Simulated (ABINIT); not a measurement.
Planning a run of ABINIT 10.8.3 on Selenium (P3_121, 3 atoms a cell). The input:

```
acell 3*1.0 Angstrom
rprim 
  4.366199999998 0.000000000000 0.000000000000
  -2.183099999999 3.781240118002 0.000000000000
  0.000000000000 0.000000000000 4.953600000000
ntypat 1
znucl 34
natom 3
typat 1 1 1
xred 
  0.225400000000 0.000000000000 0.333333333333
  0.000000000000 0.225400000000 0.666666666667
  0.774600000000 0.774600000000 -0.000000000000
pp_dirpath "pseudos"
pseudos "Se.upf"
ecut 48
ngkpt 3 3 2
nshiftk 1
shiftk 0 0 0
kptopt 1
chksymbreak 0
istwfk *1
occopt 1
irdwfk 1
optdriver 3
nband 109
ecuteps 4.4
inclvkb 2
awtr 1
symchi 1
indata_prefix "in"
outdata_prefix "out"
tmpdata_prefix "tmp"
```

```sh
OMP_NUM_THREADS=1 mpirun -n 4 abinit run.abi > log
```

Q: How long will it take on 4 MPI ranks of Arm Neoverse V2, shared host, and how much memory?

It took 46 s; on shared hardware allow 23 s to 92 s. Peak host memory was 1.7 GiB.

[Paths, hosts, dates, memory and timing lines, banners, echoed tables and standing remarks are left out of the program output.]

[Logs are printed without paths, hosts, clocks, repeated set-up lines and the standing remarks that a program may print on its own settings, such as how far it seeks lower states.]

[Runs of the session that timed out or met a known fault of the program may be left out.]

[Hosts, paths, dates, database ids (printed as entryN), source tags and the programs' standing remarks are cut or masked in the printed files.]

[G0W0 gaps are taken among the corrected bands and points alone; a level outside them can change the order at an edge.]

[Where Ansatz stands beside ABINIT at settings called matched, ABINIT's density can come from a denser mesh and the files from another edition; pairs whose starting gaps differed by over 0.03 eV were left out, so agreement reads better than it is.]
